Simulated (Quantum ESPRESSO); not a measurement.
# Collinear magnetic orders of MnO2 with Quantum ESPRESSO

Aim: find out which collinear order of MnO2 costs least.

Calculated with Quantum ESPRESSO 7.5; LDA with U = 4 eV on Mn d (ortho-atomic projectors); plane waves with GBRV 1.5 LDA potentials, no spin-orbit coupling.

### Step 1. Starting point

Symmetry: Fd-3m, No. 227, cubic system. Conventional cell: a = 8.040 Å, b = 8.040 Å, c = 8.040 Å, α = 90.00°, β = 90.00°, γ = 90.00°. Nearest to Mn lie 6 O at 1.90 Å. Nearest to O lie 3 Mn at 1.90 Å. Farther neighbours and most contacts between anions are not listed.

The cell comes from Materials Project 2023-11-01, a database of computed structures, and need not be the stable phase.

### Step 2. Run 1 (ferro ++++)

The signs are those of the starting moments on the seeded atoms, the atoms that are given a moment.

File pw.in:

```
&CONTROL
  calculation = 'scf'
  prefix = 'pwscf'
  outdir = './tmp'
  pseudo_dir = './pseudo'
  disk_io = 'nowf'
/
&SYSTEM
  ibrav = 0
  celldm(1) = 8
  nat = 12
  ntyp = 2
  ecutwfc = 40
  ecutrho = 280
  nbnd = 79
  occupations = 'smearing'
  smearing = 'fd'
  degauss = 0.00367493
  nspin = 2
  starting_magnetization(1) = 0.3
  starting_magnetization(2) = 0
/
&ELECTRONS
  conv_thr = 2.4d-08
  electron_maxstep = 150
  mixing_beta = 0.3
/
ATOMIC_SPECIES
Mn     54.9380 mn_lda_v1.5.uspp.F.UPF
O      15.9990 o_lda_v1.2.uspp.F.UPF
CELL_PARAMETERS alat
   0.0000000000000    0.9495856074707    0.9495856074707
   0.9495856074707    0.0000000000000    0.9495856074707
   0.9495856074707    0.9495856074707    0.0000000000000
ATOMIC_POSITIONS crystal
Mn      0.6250000000    0.1250000000    0.6250000000
Mn      0.1250000000    0.6250000000    0.6250000000
Mn      0.6250000000    0.6250000000    0.1250000000
Mn      0.6250000000    0.6250000000    0.6250000000
O       0.8328612900    0.3890462400    0.3890462400
O       0.3890462400    0.8328612900    0.3890462400
O       0.3890462400    0.3890462400    0.3890462400
O       0.3890462400    0.3890462400    0.8328612900
O       0.8609537600    0.4171387100    0.8609537600
O       0.4171387100    0.8609537600    0.8609537600
O       0.8609537600    0.8609537600    0.4171387100
O       0.8609537600    0.8609537600    0.8609537600
K_POINTS automatic
4 4 4 0 0 0
HUBBARD {ortho-atomic}
U Mn-3d 4.0000
```

Run with:

```bash
> OMP_NUM_THREADS=1 mpirun -n 4 pw.x -nk 4 -in pw.in > pw.out
```

What it wrote:

```text
Program PWSCF v.7.5 starts

     Message from routine setup:
     using ibrav=0 with symmetry is DISCOURAGED, use correct ibrav instead

     K-points division:     npool     =       4
     Subspace diagonalization in iterative solution of the eigenvalue problem:

     G-vector sticks info
     --------------------
     sticks:   dense  smooth     PW     G-vecs:    dense   smooth      PW
     Sum        2233    1273    367                69473    29939    4645

     Using Slab Decomposition

     bravais-lattice index     =            0
     lattice parameter (alat)  =       8.0000  a.u.
     unit-cell volume          =     876.8036 (a.u.)^3
     number of atoms/cell      =           12
     number of atomic types    =            2
     number of electrons       =       108.00
     number of Kohn-Sham states=           79
     kinetic-energy cutoff     =      40.0000  Ry
     charge density cutoff     =     280.0000  Ry
     scf convergence threshold =      2.4E-08
     mixing beta               =       0.3000
     number of iterations used =            8  plain     mixing
     Exchange-correlation= SLA  PZ   NOGX NOGC
                           (   1   1   0   0   0   0   0)
     Hubbard projectors: ortho-atomic
     Hubbard parameters of DFT+U (Dudarev formulation) in eV:
     U(Mn-3d) =  4.0000

     Internal variables: lda_plus_u =T, lda_plus_u_kind = 0

     Internal variables: orbital_resolved =F, hub_pot_fix =F, apply_U = F

     celldm(1)=   8.000000  celldm(2)=   0.000000  celldm(3)=   0.000000
     celldm(4)=   0.000000  celldm(5)=   0.000000  celldm(6)=   0.000000

     crystal axes: (cart. coord. in units of alat)
               a(1) = (   0.000000   0.949586   0.949586 )
               a(2) = (   0.949586   0.000000   0.949586 )
               a(3) = (   0.949586   0.949586   0.000000 )

     reciprocal axes: (cart. coord. in units 2 pi/alat)
               b(1) = ( -0.526545  0.526545  0.526545 )
               b(2) = (  0.526545 -0.526545  0.526545 )
               b(3) = (  0.526545  0.526545 -0.526545 )

     PseudoPot. # 1 for Mn read from file:
     mn_lda_v1.5.uspp.F.UPF
     Pseudo is Ultrasoft + core correction, Zval = 15.0
     Generated by new atomic code, or converted to UPF format
     Using radial grid of  859 points,  6 beta functions with:
                l(1) =   0
                l(2) =   0
                l(3) =   1
                l(4) =   1
                l(5) =   2
                l(6) =   2
     Q(r) pseudized with  8 coefficients,  rinner =    0.950   0.950   0.950
                                                       0.950   0.950

     PseudoPot. # 2 for O  read from file:
     o_lda_v1.2.uspp.F.UPF
     Pseudo is Ultrasoft + core correction, Zval =  6.0
     Generated by new atomic code, or converted to UPF format
     Using radial grid of  737 points,  5 beta functions with:
                l(1) =   0
                l(2) =   0
                l(3) =   1
                l(4) =   1
                l(5) =   2
     Q(r) pseudized with  8 coefficients,  rinner =    0.900   0.900   0.900
                                                       0.900   0.900

     atomic species   valence    mass     pseudopotential
     Mn               15.00    54.93800     Mn( 1.00)
     O                 6.00    15.99900     O ( 1.00)

     Starting magnetic structure
     atomic species   magnetization
     Mn              0.300
     O               0.000

     48 Sym. Ops., with inversion, found (24 have fractional translation)

   Cartesian axes

     site n.     atom                  positions (alat units)
         1        Mn     tau(   1) = (   0.7121892   1.1869820   0.7121892  )
         2        Mn     tau(   2) = (   1.1869820   0.7121892   0.7121892  )
         3        Mn     tau(   3) = (   0.7121892   0.7121892   1.1869820  )
         4        Mn     tau(   4) = (   1.1869820   1.1869820   1.1869820  )
         5        O      tau(   5) = (   0.7388654   1.1603058   1.1603058  )
         6        O      tau(   6) = (   1.1603058   0.7388654   1.1603058  )
         7        O      tau(   7) = (   0.7388654   0.7388654   0.7388654  )
         8        O      tau(   8) = (   1.1603058   1.1603058   0.7388654  )
         9        O      tau(   9) = (   1.2136582   1.6350986   1.2136582  )
        10        O      tau(  10) = (   1.6350986   1.2136582   1.2136582  )
        11        O      tau(  11) = (   1.2136582   1.2136582   1.6350986  )
        12        O      tau(  12) = (   1.6350986   1.6350986   1.6350986  )

     number of k points=     8  Fermi-Dirac smearing, width (Ry)=  0.0037
                       cart. coord. in units 2pi/alat
        k(    1) = (   0.0000000   0.0000000   0.0000000), wk =   0.0156250
        k(    2) = (   0.1316364   0.1316364  -0.1316364), wk =   0.1250000
        k(    3) = (  -0.2632727  -0.2632727   0.2632727), wk =   0.0625000
        k(    4) = (   0.2632727   0.0000000   0.0000000), wk =   0.0937500
        k(    5) = (  -0.1316364  -0.3949091   0.3949091), wk =   0.3750000
        k(    6) = (   0.0000000  -0.2632727   0.2632727), wk =   0.1875000
        k(    7) = (  -0.5265455   0.0000000   0.0000000), wk =   0.0468750
        k(    8) = (  -0.5265455   0.2632727   0.0000000), wk =   0.0937500

     Dense  grid:    69473 G-vectors     FFT dimensions: (  60,  60,  60)

     Smooth grid:    29939 G-vectors     FFT dimensions: (  48,  48,  48)

     Check: negative core charge=   -0.000041
     Generating pointlists ...
     new r_m :   0.1855 (alat units)  1.4840 (a.u.) for type    1
     new r_m :   0.1855 (alat units)  1.4840 (a.u.) for type    2

     Initial potential from superposition of free atoms

     starting charge     105.9997, renormalised to     108.0000

     STARTING HUBBARD OCCUPATIONS:

     =================== HUBBARD OCCUPATIONS ===================
     ------------------------ ATOM    1 ------------------------
     Tr[ns(  1)] (up, down, total) =   5.00000  0.00000  5.00000
     Atomic magnetic moment for atom   1 =   5.00000
     [... lines left out ...]
     ------------------------ ATOM    2 ------------------------
     Tr[ns(  2)] (up, down, total) =   5.00000  0.00000  5.00000
     Atomic magnetic moment for atom   2 =   5.00000
     [... lines left out ...]
     ------------------------ ATOM    3 ------------------------
     Tr[ns(  3)] (up, down, total) =   5.00000  0.00000  5.00000
     Atomic magnetic moment for atom   3 =   5.00000
     [... lines left out ...]
     ------------------------ ATOM    4 ------------------------
     Tr[ns(  4)] (up, down, total) =   5.00000  0.00000  5.00000
     Atomic magnetic moment for atom   4 =   5.00000
     [... lines left out ...]
     Number of occupied Hubbard levels =   20.0000

     Atomic wfc used for Hubbard projectors are orthogonalized

     Starting wfcs are   84 randomized atomic wfcs

     Self-consistent Calculation

     iteration #  1     ecut=    40.00 Ry     beta= 0.30
     Davidson diagonalization with overlap
     ethr =  1.00E-02,  avg # of iterations =  6.2

     =================== HUBBARD OCCUPATIONS ===================
     ------------------------ ATOM    1 ------------------------
     Tr[ns(  1)] (up, down, total) =   3.63137  0.37693  4.00830
     Atomic magnetic moment for atom   1 =   3.25444
     [... lines left out ...]
     ------------------------ ATOM    2 ------------------------
     Tr[ns(  2)] (up, down, total) =   3.63137  0.37693  4.00830
     Atomic magnetic moment for atom   2 =   3.25444
     [... lines left out ...]
     ------------------------ ATOM    3 ------------------------
     Tr[ns(  3)] (up, down, total) =   3.63137  0.37693  4.00830
     Atomic magnetic moment for atom   3 =   3.25444
     [... lines left out ...]
     ------------------------ ATOM    4 ------------------------
     Tr[ns(  4)] (up, down, total) =   3.63137  0.37693  4.00830
     Atomic magnetic moment for atom   4 =   3.25444
     [... lines left out ...]
     Number of occupied Hubbard levels =   16.0332

     total energy              =   -1100.58558931 Ry
     estimated scf accuracy    <       8.29172972 Ry

     total magnetization       =    12.00 Bohr mag/cell
     absolute magnetization    =    13.88 Bohr mag/cell

     iteration #  2     ecut=    40.00 Ry     beta= 0.30
     Davidson diagonalization with overlap
     ethr =  7.68E-03,  avg # of iterations =  1.9

     total energy              =   -1102.09933615 Ry
     estimated scf accuracy    <       2.06346873 Ry

     total magnetization       =    12.00 Bohr mag/cell
     absolute magnetization    =    13.88 Bohr mag/cell

     iteration #  3     ecut=    40.00 Ry     beta= 0.30
     Davidson diagonalization with overlap
     ethr =  1.91E-03,  avg # of iterations =  1.8

     total energy              =   -1102.38276595 Ry
     estimated scf accuracy    <       0.28768758 Ry

     total magnetization       =    12.00 Bohr mag/cell
     absolute magnetization    =    13.87 Bohr mag/cell

     [... further iterations left out ...]

     iteration # 11     ecut=    40.00 Ry     beta= 0.30
     Davidson diagonalization with overlap
     ethr =  1.90E-08,  avg # of iterations =  1.5

     total energy              =   -1102.50087437 Ry
     estimated scf accuracy    <       0.00001147 Ry

     total magnetization       =    12.00 Bohr mag/cell
     absolute magnetization    =    13.78 Bohr mag/cell

     iteration # 12     ecut=    40.00 Ry     beta= 0.30
     Davidson diagonalization with overlap
     ethr =  1.06E-08,  avg # of iterations =  1.0

     total energy              =   -1102.50087626 Ry
     estimated scf accuracy    <       0.00000136 Ry

     total magnetization       =    12.00 Bohr mag/cell
     absolute magnetization    =    13.77 Bohr mag/cell

     iteration # 13     ecut=    40.00 Ry     beta= 0.30
     Davidson diagonalization with overlap
     ethr =  1.26E-09,  avg # of iterations =  2.4

     total energy              =   -1102.50087639 Ry
     estimated scf accuracy    <       0.00000031 Ry

     total magnetization       =    12.00 Bohr mag/cell
     absolute magnetization    =    13.76 Bohr mag/cell

     iteration # 14     ecut=    40.00 Ry     beta= 0.30
     Davidson diagonalization with overlap
     ethr =  2.87E-10,  avg # of iterations =  1.6

     Magnetic moment per site  (integrated on atomic sphere of radius R)
     atom   1 (R=0.186)  charge= 11.7263  magn=  2.7693
     atom   2 (R=0.186)  charge= 11.7263  magn=  2.7693
     atom   3 (R=0.186)  charge= 11.7263  magn=  2.7693
     atom   4 (R=0.186)  charge= 11.7263  magn=  2.7693
     atom   5 (R=0.186)  charge=  5.2267  magn= -0.0947
     atom   6 (R=0.186)  charge=  5.2267  magn= -0.0947
     atom   7 (R=0.186)  charge=  5.2267  magn= -0.0947
     atom   8 (R=0.186)  charge=  5.2267  magn= -0.0947
     atom   9 (R=0.186)  charge=  5.2267  magn= -0.0947
     atom  10 (R=0.186)  charge=  5.2267  magn= -0.0947
     atom  11 (R=0.186)  charge=  5.2267  magn= -0.0947
     atom  12 (R=0.186)  charge=  5.2267  magn= -0.0947

     End of self-consistent calculation

     =================== HUBBARD OCCUPATIONS ===================
     ------------------------ ATOM    1 ------------------------
     Tr[ns(  1)] (up, down, total) =   4.12086  0.94617  5.06702
     Atomic magnetic moment for atom   1 =   3.17469
     [... lines left out ...]
     ------------------------ ATOM    2 ------------------------
     Tr[ns(  2)] (up, down, total) =   4.12086  0.94617  5.06702
     Atomic magnetic moment for atom   2 =   3.17469
     [... lines left out ...]
     ------------------------ ATOM    3 ------------------------
     Tr[ns(  3)] (up, down, total) =   4.12086  0.94617  5.06702
     Atomic magnetic moment for atom   3 =   3.17469
     [... lines left out ...]
     ------------------------ ATOM    4 ------------------------
     Tr[ns(  4)] (up, down, total) =   4.12086  0.94617  5.06702
     Atomic magnetic moment for atom   4 =   3.17469
     [... lines left out ...]
     Number of occupied Hubbard levels =   20.2681

     [... lines left out ...]
     the Fermi energy is     7.7452 ev

!    total energy              =   -1102.50087651 Ry
     estimated scf accuracy    <       0.00000002 Ry
     smearing contrib. (-TS)   =      -0.00000000 Ry
     internal energy E=F+TS    =   -1102.50087651 Ry

     The total energy is F=E-TS. E is the sum of the following terms:
     one-electron contribution =    -774.70275423 Ry
     hartree contribution      =     430.47342141 Ry
     xc contribution           =    -161.95051779 Ry
     ewald contribution        =    -597.04272848 Ry
     Hubbard energy            =       0.72170258 Ry

     total magnetization       =    12.00 Bohr mag/cell
     absolute magnetization    =    13.76 Bohr mag/cell

     convergence has been achieved in  14 iterations

=------------------------------------------------------------------------------=
   JOB DONE.
=------------------------------------------------------------------------------=
```

Elapsed: 33 s, on 4 MPI ranks of Intel Xeon Platinum 8488C (Sapphire Rapids), shared host; peak memory 0.66 GiB.

Spin moment in the atom's sphere by atom:

```
atom  spin moment in the atom's sphere (μB)
 Mn1                                   2.77
 Mn2                                   2.77
 Mn3                                   2.77
 Mn4                                   2.77
  O5                                  -0.09
  O6                                  -0.09
  O7                                  -0.09
  O8                                  -0.09
  O9                                  -0.09
 O10                                  -0.09
 O11                                  -0.09
 O12                                  -0.09
```

Numbers from this step:

* smearing term TS: 3.91e-9 eV
* magnetization: 12 μB
* absolute magnetization: 13.76 μB
* final state: ferromagnetic

[end of part 1 of 3]

[Logs and program files are shortened in this print: banners, set-up blocks, solver, clock and traceback lines can be left out without a mark of their own.]

[Logs are printed without paths, hosts, clocks, repeated set-up lines and the standing remarks that a program may print on its own settings, such as how far it seeks lower states.]

[Hosts, paths, dates, database ids (printed as entryN), source tags and the programs' standing remarks are cut or masked in the printed files.]

[Where a cell is said to come from a database of computed structures, the database is the Materials Project.]
